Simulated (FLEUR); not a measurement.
## Collinear magnetic orders of 2 ML Ni on Cu(111), fcc site, 3 substrate layers with FLEUR

Does 2 ML Ni on Cu(111), fcc site, 3 substrate layers prefer parallel or opposed moments?

Calculated with FLEUR MaX-R8.1; LDA (VWN); all-electron FLAPW film, Dirac cores, scalar-relativistic bands.

**1. Set-up**

The cell holds 5 atoms: 3 Cu and 2 Ni. Its edges and angles: a = 2.556 Å, b = 2.556 Å, c = 22.208 Å, α = 90.0°, β = 90.0°, γ = 120.0°. Pseudomorphic film on a typed substrate lattice, hard-sphere layer spacings, unrelaxed. Vacuum lies along c.

Structure file:

```
Cu Ni
1.0
     2.55619    0.00000    0.00000
    -1.27810    2.21373    0.00000
     0.00000    0.00000   22.20761
Cu Ni
3 2
Direct
  0.00000 0.00000 0.31521
  0.66667 0.33333 0.40919
  0.33333 0.66667 0.50317
  0.00000 0.00000 0.59505
  0.66667 0.33333 0.68479
```

**2. Run 1 (ferro ++)**

The parallel start comes first: it shows whether parallel moments hold.

inpgen writes inp.xml from crystal.txt; cutoffs, mixing, functional, smearing and local orbitals are then set in the file. The k list default-1 (kpts.xml, not shown) is a Γ-centred 12×12×1 mesh; where the ranks do not divide the number of points, some are split in two of half the weight.

The input, inp.xml:

```
<?xml version="1.0" encoding="UTF-8" standalone="no"?>
<fleurInput fleurInputVersion="0.39">
   <comment>
      Cu3Ni2
   </comment>
   <calculationSetup>
      <cutoffs Kmax="3.68" Gmax="11.0" GmaxXC="11.0" numbands="0"/>
      <scfLoop itmax="120" minDistance="0.00002" maxIterBroyd="15" imix="Anderson" alpha="0.03" precondParam="0.0" spinf="2.0" sdNocoIR="T"/>
      <coreElectrons ctail="T" frcor="F" kcrel="0" coretail_lmax="0"/>
      <xcFunctional name="vwn" relativisticCorrections="F"/>
      <magnetism jspins="2"/>
      <soc l_soc="F" theta="0.0" phi="0.0" spav="F"/>
      <expertModes spex="0" secvar="F"/>
      <geometryOptimization l_f="F" forcealpha="1.0" forcemix="BFGS" epsdisp="0.00001" epsforce="0.00001"/>
      <ldaU l_linMix="F" mixParam="0.05" spinf="1.0"/>
   </calculationSetup>
   <cell>
      <bzIntegration valenceElectrons="69.0" mode="hist" fermiSmearingEnergy="0.00183747">
         <kPointListSelection listName="default-1"/>
         <xi:include xmlns:xi="http://www.w3.org/2001/XInclude" href="kpts.xml"> </xi:include>
      </bzIntegration>
      <xi:include xmlns:xi="http://www.w3.org/2001/XInclude" href="sym.xml"> </xi:include>
      <filmLattice scale="1.0" dVac="20.89" dTilda="23.39">
         <bravaisMatrixFilm>
            <row-1>    4.8305005380205230     0.0000005592455493</row-1>
            <row-2>   -2.4152507533376184     4.1833358992959262</row-2>
         </bravaisMatrixFilm>
         <vacuumEnergyParameters vacuum="1" spinUp="-.25" spinDown="-.25"/>
         <vacuumEnergyParameters vacuum="2" spinUp="-.25" spinDown="-.25"/>
      </filmLattice>
   </cell>
   <atomSpecies>
      <species name="Copper (Cu)" element="Cu" atomicNumber="29">
         <mtSphere radius="2.29" gridPoints="757" logIncrement="0.016"/>
         <atomicCutoffs lmax="8" lnonsphr="6"/>
         <electronConfig flipSpins="F">
            <coreConfig>(1s1/2) (2s1/2) (2p1/2) (2p3/2) (3s1/2) (3p1/2) (3p3/2)</coreConfig>
            <valenceConfig>(4s1/2) (3d3/2) (3d5/2)</valenceConfig>
            <stateOccupation state="(4s1/2)" spinUp="0.500000" spinDown="0.500000"/>
         </electronConfig>
         <energyParameters s="4" p="4" d="3" f="4"/>
      </species>
      <species name="Nickel (Ni1.001" element="Ni" atomicNumber="28">
         <mtSphere radius="2.23" gridPoints="737" logIncrement="0.017"/>
         <atomicCutoffs lmax="8" lnonsphr="6"/>
         <electronConfig flipSpins="F">
            <coreConfig>(1s1/2) (2s1/2) (2p1/2) (2p3/2)</coreConfig>
            <valenceConfig>(3s1/2) (3p1/2) (3p3/2) (4s1/2) (3d3/2) (3d5/2)</valenceConfig>
            <stateOccupation state="(3d3/2)" spinUp="1.6" spinDown="1.6"/>
            <stateOccupation state="(3d5/2)" spinUp="2.9005" spinDown="1.8995"/>
         </electronConfig>
         <energyParameters s="4" p="4" d="3" f="4"/>
         <lo type="SCLO" l="0" n="3" eDeriv="0"/>
         <lo type="SCLO" l="1" n="3" eDeriv="0"/>
      </species>
   </atomSpecies>
   <atomGroups>
      <atomGroup species="Copper (Cu)">
         <filmPos label="                   1">.0000000000 .0000000000 -7.7550775729</filmPos>
         <force calculate="T" relaxXYZ="TTT"/>
      </atomGroup>
      <atomGroup species="Copper (Cu)">
         <filmPos label="                   2">-1.000/3.000 1.000/3.000 -3.8109592592</filmPos>
         <force calculate="T" relaxXYZ="TTT"/>
      </atomGroup>
      <atomGroup species="Copper (Cu)">
         <filmPos label="                   3">1.000/3.000 -1.000/3.000 .1331170881</filmPos>
         <force calculate="T" relaxXYZ="TTT"/>
      </atomGroup>
      <atomGroup species="Nickel (Ni1.001">
         <filmPos label="                   4">.0000000000 .0000000000 3.9886865191</filmPos>
         <force calculate="T" relaxXYZ="TTT"/>
      </atomGroup>
      <atomGroup species="Nickel (Ni1.001">
         <filmPos label="                   5">-1.000/3.000 1.000/3.000 7.7550775729</filmPos>
         <force calculate="T" relaxXYZ="TTT"/>
      </atomGroup>
   </atomGroups>
   <output dos="F" band="F" slice="F">
      <bandDOS minEnergy="-.5*Htr" maxEnergy="0.5*Htr" sigma="0.015" storeEVData="T"/>
      <plotting iplot="0" polar="F">
         <plot TwoD="T" vec1="  1.0  0.0  0.0" vec2="  0.0  1.0  0.0" vec3="  0.0  0.0  1.0" zero="  0.0  0.0 -0.5" file="plot"/>
      </plotting>
      <moessbauerParams electricFieldGradient="F" isomerShift="F" coreHyperfine="F" valenceHyperfine="F"/>
   </output>
</fleurInput>
```

The input, crystal.txt:

```
Cu3Ni2
&input film=T cartesian=F /
2.55619080201  0.00000029594  0.00000000000
-1.27809565730  2.21372602349  0.00000000000
0.00000000000  0.00000000000  1.00000000000
1.8897261246
1.0 1.0 1.0

5
29 0.00000000000  0.00000000000  -7.75507757288
29 0.66666666667  0.33333333333  -3.81095925924
29 0.33333333333  0.66666666667  0.13311708810
28 0.00000000000  0.00000000000  3.98868651905 : 1.001
28 0.66666666667  0.33333333333  7.75507757288 : 1.001

&kpt div1=12 div2=12 div3=1 gamma=T /
```

Started as:

```console
$ OMP_NUM_THREADS=1 inpgen -f crystal.txt > inpgen.log  # inp.xml is then edited as shown
$ OMP_NUM_THREADS=1 mpirun -n 8 fleur_MPI > fleur.log
```

Output:

```text
Welcome to FLEUR        (www.flapw.de)
      MaX-Release 8.1          (www.max-centre.eu)

 ========== k-point set info ==========
 Selected k-point list: default-1
 k-point list type: mesh
 0 x 0 x 0
 Number of k points: 24

 ------------Calculation Setup---------------------------
 Number of MPI-tasks      :            8
 Number of PE/node        :            8
 Number of OMP-threads    :            1
 k-points in parallel     :            8
 pe's per k-point         :            1
 No of k-point loops      :            3
 Eigenvalue solver        :       lapack
 Number of basis functions:          441
 Approximate size of matrices (H+S) per k-point:         0.006 GB
 --------------------------------------------------------
 Iteration:     1   Distance:      99.57670615 me/bohr^3
 Iteration:     2   Distance:     153.81159361 me/bohr^3
 Iteration:     3   Distance:      77.57593994 me/bohr^3
 Iteration:     4   Distance:      56.73675541 me/bohr^3
 Iteration:     5   Distance:      34.47543698 me/bohr^3
 Iteration:     6   Distance:      30.15992685 me/bohr^3
 Iteration:     7   Distance:      26.61121572 me/bohr^3
 Iteration:     8   Distance:      15.94267779 me/bohr^3
 Iteration:     9   Distance:      15.98122096 me/bohr^3
 Iteration:    10   Distance:      12.30576191 me/bohr^3
[... 45 iterations left out ...]
 Iteration:    56   Distance:       0.00016372 me/bohr^3
 Iteration:    57   Distance:       0.00014052 me/bohr^3
 Iteration:    58   Distance:       0.00055649 me/bohr^3
 Iteration:    59   Distance:       0.00009786 me/bohr^3
 Iteration:    60   Distance:       0.00009869 me/bohr^3
 Iteration:    61   Distance:       0.00002827 me/bohr^3
 Iteration:    62   Distance:       0.00002761 me/bohr^3
 Iteration:    63   Distance:       0.00003692 me/bohr^3
 Iteration:    64   Distance:       0.00005288 me/bohr^3
 Iteration:    65   Distance:       0.00001383 me/bohr^3

 ********************************************************************
 Run finished successfully
 Stop message:
   all done
 ********************************************************************

--- out.xml (last complete iteration) ---
<iteration numberForCurrentRun="   65" overallNumber="   65">
         [... left out ...]
         <bandgap value="0.0122566361" units="eV"/>
         <sumValenceSingleParticleEnergies value="-61.4018738515" units="Htr"/>
         <FermiEnergy value="-0.1979967918" units="Htr"/>
         <valenceDensity>
            <mtCharges spin="1">
               <mtCharge atomType="1" total="4.9957692" s="0.2314852" p="0.1481460" d="4.6071619" f="0.0068136"/>
               <mtCharge atomType="2" total="5.0359827" s="0.2283594" p="0.1897781" d="4.6055949" f="0.0093889"/>
               <mtCharge atomType="3" total="5.0418105" s="0.2306245" p="0.1948714" d="4.6031075" f="0.0100869"/>
               <mtCharge atomType="4" total="8.7377171" s="1.1913633" p="3.1569649" d="4.3770825" f="0.0095326"/>
               <mtCharge atomType="5" total="8.7336374" s="1.1913422" p="3.1176251" d="4.4155134" f="0.0070170"/>
            </mtCharges>
            <mtCharges spin="2">
               <mtCharge atomType="1" total="4.9827712" s="0.2297134" p="0.1438606" d="4.6002673" f="0.0067748"/>
               <mtCharge atomType="2" total="5.0277455" s="0.2269771" p="0.1863138" d="4.6022384" f="0.0093590"/>
               <mtCharge atomType="3" total="5.0384273" s="0.2315517" p="0.1998455" d="4.5937665" f="0.0101892"/>
               <mtCharge atomType="4" total="8.1781540" s="1.1939492" p="3.1671700" d="3.8044674" f="0.0098395"/>
               <mtCharge atomType="5" total="8.0886811" s="1.1942716" p="3.1293040" d="3.7557430" f="0.0072553"/>
            </mtCharges>
            <spinDependentCharge spin="1" total="35.0919570" interstitial="2.4608264" mtSpheres="32.5449168" vacuum1="0.0423900" vacuum2="0.0438237"/>
            <spinDependentCharge spin="2" total="33.9080432" interstitial="2.5042553" mtSpheres="31.3157791" vacuum1="0.0451835" vacuum2="0.0428254"/>
            <totalCharge value="69.0000002215"/>
         </valenceDensity>
         [... left out ...]
         <allElectronCharges>
            <spinDependentCharge spin="1" total="72.0919569" interstitial="2.4677950" mtSpheres="69.5379343" vacuum1="0.0423900" vacuum2="0.0438377"/>
            <spinDependentCharge spin="2" total="70.9080432" interstitial="2.5112253" mtSpheres="68.3087951" vacuum1="0.0451835" vacuum2="0.0428393"/>
            <totalCharge value="143.0000001341"/>
         </allElectronCharges>
         <magneticMomentsInMTSpheres units="muBohr">
            <globalMagMoment atomType="1" vec="0.00000   0.00000   0.01300"/>
            <localMagMoment atomType="1" vec="0.00000   0.00000   0.01300"/>
            <globalMagMoment atomType="2" vec="0.00000   0.00000   0.00824"/>
            <localMagMoment atomType="2" vec="0.00000   0.00000   0.00824"/>
            <globalMagMoment atomType="3" vec="0.00000   0.00000   0.00339"/>
            <localMagMoment atomType="3" vec="0.00000   0.00000   0.00339"/>
            <globalMagMoment atomType="4" vec="0.00000   0.00000   0.55956"/>
            <localMagMoment atomType="4" vec="0.00000   0.00000   0.55956"/>
            <globalMagMoment atomType="5" vec="0.00000   0.00000   0.64496"/>
            <localMagMoment atomType="5" vec="0.00000   0.00000   0.64496"/>
         </magneticMomentsInMTSpheres>
         <moessbauerParams unitsHFF="kG" unitsIS="e/bohr^3" unitsEFG="Htr/bohr^2">
         </moessbauerParams>
         <totalEnergy value="    -7994.2433013879" units="Htr">
            <sumOfEigenvalues value="    -4645.7664649127">
               <coreElectrons value="-4584.3645910612"/>
               <valenceElectrons value="-61.4018738515"/>
            </sumOfEigenvalues>
            <densityCoulombPotentialIntegral value="-12349.9132317022"/>
            <densityEffectivePotentialIntegral value="-12769.9632216237"/>
            <chargeDenXCDenIntegral value="-317.2635954358"/>
            <FockExchangeEnergyValence value="0.0000000000"/>
            <FockExchangeEnergyCore value="0.0000000000"/>
            <atomTypeDependentContributions atomType="1">
               <electronNucleiInteractionDifferentMTs value="1987.4300429975"/>
               <MadelungTerm value="-3.9224929480"/>
            </atomTypeDependentContributions>
            <atomTypeDependentContributions atomType="2">
               <electronNucleiInteractionDifferentMTs value="1987.9879593207"/>
               <MadelungTerm value="-3.2396986276"/>
            </atomTypeDependentContributions>
            <atomTypeDependentContributions atomType="3">
               <electronNucleiInteractionDifferentMTs value="1988.0708148962"/>
               <MadelungTerm value="-3.2094154181"/>
            </atomTypeDependentContributions>
            <atomTypeDependentContributions atomType="4">
               <electronNucleiInteractionDifferentMTs value="1821.9880992255"/>
               <MadelungTerm value="-4.1639665197"/>
            </atomTypeDependentContributions>
            <atomTypeDependentContributions atomType="5">
               <electronNucleiInteractionDifferentMTs value="1821.3623673727"/>
               <MadelungTerm value="-4.8449894859"/>
            </atomTypeDependentContributions>
            <tkbTimesEntropy value="0.0020439977"/>
            <freeEnergy value="-7994.2453453856"/>
            <extrapolationTo0K value="-7994.2443233868"/>
         </totalEnergy>
         <densityConvergence units="me/bohr^3">
            <chargeDensity spin="1" distance="0.0000043419"/>
            <chargeDensity spin="2" distance="0.0000128297"/>
            <overallChargeDensity distance="0.0000132485"/>
            <spinDensity distance="0.0000138341"/>
         </densityConvergence>
      </iteration>
```

Run time: 47 s. Hardware: 8 MPI ranks of AMD EPYC 9R45, shared host; peak memory 0.71 GiB; 6.2 min of CPU time.

Spin moment in the muffin-tin sphere by atom:

```tsv
atom	spin moment in the muffin-tin sphere (μB)
Cu1	0.013
Cu2	0.008
Cu3	0.003
Ni4	0.560
Ni5	0.645
```

Numbers from this step:

| Item | Value |
| --- | --- |
| free energy | -217534.4978 eV |
| program's band gap on this mesh (in a metal only a level spacing) | 0.01226 eV |
| magnetization | 1.184 μB |
| final state | ferromagnetic |

After 65 cycles the largest moment stands at 0.645 μB.

**3. Start 2: antiferro +-**

An opposed order shows whether neighbours prefer unlike signs.

Edit inp.xml of step 2 so:

```diff
@@ -55,2 +55,15 @@
       </species>
+      <species name="Nickel (Ni-1.001" element="Ni" atomicNumber="28">
+         <mtSphere radius="2.23" gridPoints="737" logIncrement="0.017"/>
+         <atomicCutoffs lmax="8" lnonsphr="6"/>
+         <electronConfig flipSpins="F">
+            <coreConfig>(1s1/2) (2s1/2) (2p1/2) (2p3/2)</coreConfig>
+            <valenceConfig>(3s1/2) (3p1/2) (3p3/2) (4s1/2) (3d3/2) (3d5/2)</valenceConfig>
+            <stateOccupation state="(3d3/2)" spinUp="1.6" spinDown="1.6"/>
+            <stateOccupation state="(3d5/2)" spinUp="1.8995" spinDown="2.9005"/>
+         </electronConfig>
+         <energyParameters s="4" p="4" d="3" f="4"/>
+         <lo type="SCLO" l="0" n="3" eDeriv="0"/>
+         <lo type="SCLO" l="1" n="3" eDeriv="0"/>
+      </species>
    </atomSpecies>
@@ -73,3 +86,3 @@
       </atomGroup>
-      <atomGroup species="Nickel (Ni1.001">
+      <atomGroup species="Nickel (Ni-1.001">
          <filmPos label="                   5">-1.000/3.000 1.000/3.000 7.7550775729</filmPos>
```

Edit crystal.txt of step 2 so:

```diff
@@ -13,3 +13,3 @@
 28 0.00000000000  0.00000000000  3.98868651905 : 1.001
-28 0.66666666667  0.33333333333  7.75507757288 : 1.001
+28 0.66666666667  0.33333333333  7.75507757288 : -1.001
```

Output:

```text
[banner, memory and clock lines left out]
Welcome to FLEUR        (www.flapw.de)
      MaX-Release 8.1          (www.max-centre.eu)

 ========== k-point set info ==========
 Selected k-point list: default-1
 k-point list type: mesh
 0 x 0 x 0
 Number of k points: 24

 [... set-up left out ...]
 Iteration:     1   Distance:      99.70949227 me/bohr^3
 Iteration:     2   Distance:     153.94144183 me/bohr^3
 Iteration:     3   Distance:      77.55008931 me/bohr^3
 Iteration:     4   Distance:      56.51012196 me/bohr^3
 Iteration:     5   Distance:      34.74758194 me/bohr^3
 Iteration:     6   Distance:      30.07179718 me/bohr^3
 Iteration:     7   Distance:      26.98468444 me/bohr^3
 Iteration:     8   Distance:      16.63759013 me/bohr^3
[... lines left out ...]
[... 100 iterations left out ...]
[... lines left out ...]
 Iteration:   115   Distance:       2.26043373 me/bohr^3
 Iteration:   116   Distance:       2.26765515 me/bohr^3
 Iteration:   117   Distance:       2.22144973 me/bohr^3
 Iteration:   118   Distance:       2.45867423 me/bohr^3
 Iteration:   119   Distance:       2.53400423 me/bohr^3
 Iteration:   120   Distance:       2.36123836 me/bohr^3

 ********************************************************************
 Run finished successfully
 Stop message:
   all done
 ********************************************************************

--- out.xml (last complete iteration) ---
<iteration numberForCurrentRun="  120" overallNumber="  120">
         [... left out ...]
         <bandgap value="0.0136153859" units="eV"/>
         <sumValenceSingleParticleEnergies value="-61.4275424785" units="Htr"/>
         <FermiEnergy value="-0.2011755711" units="Htr"/>
         [... left out ...]
         <magneticMomentsInMTSpheres units="muBohr">
            <globalMagMoment atomType="1" vec="0.00000   0.00000   0.00972"/>
            <globalMagMoment atomType="2" vec="0.00000   0.00000   0.00846"/>
            <globalMagMoment atomType="3" vec="0.00000   0.00000   0.00079"/>
            <globalMagMoment atomType="4" vec="0.00000   0.00000   0.21272"/>
            <globalMagMoment atomType="5" vec="0.00000   0.00000  -0.46567"/>
         </magneticMomentsInMTSpheres>
         [... left out ...]
         <totalEnergy value="    -7994.2407254052" units="Htr">
            <sumOfEigenvalues value="    -4645.9121768225">
               <coreElectrons value="-4584.4846343440"/>
               <valenceElectrons value="-61.4275424785"/>
            </sumOfEigenvalues>
         [... left out ...]
            <freeEnergy value="-7994.2431310804"/>
            <extrapolationTo0K value="-7994.2419282428"/>
         </totalEnergy>
         <densityConvergence units="me/bohr^3">
            <chargeDensity spin="1" distance="0.8609723991"/>
            <chargeDensity spin="2" distance="1.6567861615"/>
            <overallChargeDensity distance="1.1819395579"/>
            <spinDensity distance="2.3612383606"/>
         </densityConvergence>
      </iteration>
```

Run time: 84 s. Hardware: 8 MPI ranks; peak memory 0.72 GiB.

The run stopped without converging, so none of its numbers is a property of the system.

After 120 cycles the density distance stands at 2.4 me/bohr³, above the threshold of 2e-05.

(Part 1 of 2 ends here.)

[Logs and program files are shortened in this print: banners, set-up blocks, solver, clock and traceback lines can be left out without a mark of their own.]

[Logs are printed without paths, hosts, clocks, repeated set-up lines and the standing remarks that a program may print on its own settings, such as how far it seeks lower states.]

[Hosts, paths, dates, database ids (printed as entryN), source tags and the programs' standing remarks are cut or masked in the printed files.]

[Where a cell is said to come from a database of computed structures, the database is the Materials Project.]
